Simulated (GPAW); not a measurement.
# The Se K excitation threshold of TiSe (Pnma) under uniform strain

For each volume the threshold was computed as E(hole, excited electron kept) − E(ground) (GPAW, LDA, 16-atom cell, total energies on 3×3×3 k points, hole spin-paired). The values are raw; only their change is used. The threshold is the spectrum's zero, where absorption may be weak, not the visible edge.

| volume | ln(V/V₀) | threshold (eV) |
| --- | --- | --- |
| V × 0.91 | -0.09431 | 12671.819 |
| V × 0.97 | -0.03046 | 12671.775 |
| V × 1 | +0.00000 | 12671.750 |
| V × 1.06 | +0.05827 | ? |

Fit a straight line in ln(V/V₀), give its slope, and predict the threshold at V × 1.06.

The means of the given rows are x̄ = -0.04159 and Ē = 12671.781 eV. Σ(x − x̄)(E − Ē) = -0.003359 and Σ(x − x̄)² = 0.004633, so the slope is -0.73 eV, and the line passes the given rows within 0.002 eV. At x = +0.05827 it gives 12671.781 + (-0.73) × (+0.09986) = 12671.709 eV. The run gives 12671.695 eV, a miss of +0.014 eV over a total move of -0.124 eV. The rows bend away from the line, so the slope is only a mean over the range. It stands for the clamped-ion volume deformation potential of the Fermi level against the Se 1s level, with the hole's relaxation included: the threshold falls by 0.007 eV for 1 % of expansion. The excited electron's band filling changes with volume too and isn't taken out.

[Hosts, paths, dates, database ids (printed as entryN), source tags and the programs' standing remarks are cut or masked in the printed files.]

[Lists of maxima count a maximum above −3 eV only where it reaches 4 % of the highest in the window and stands out from its surroundings by 2 % of it (1.5 % where it reaches 55 %); shoulders and weaker maxima are passed over, and of the rest the first, up to two pre-edge ones and the few strongest are named.]
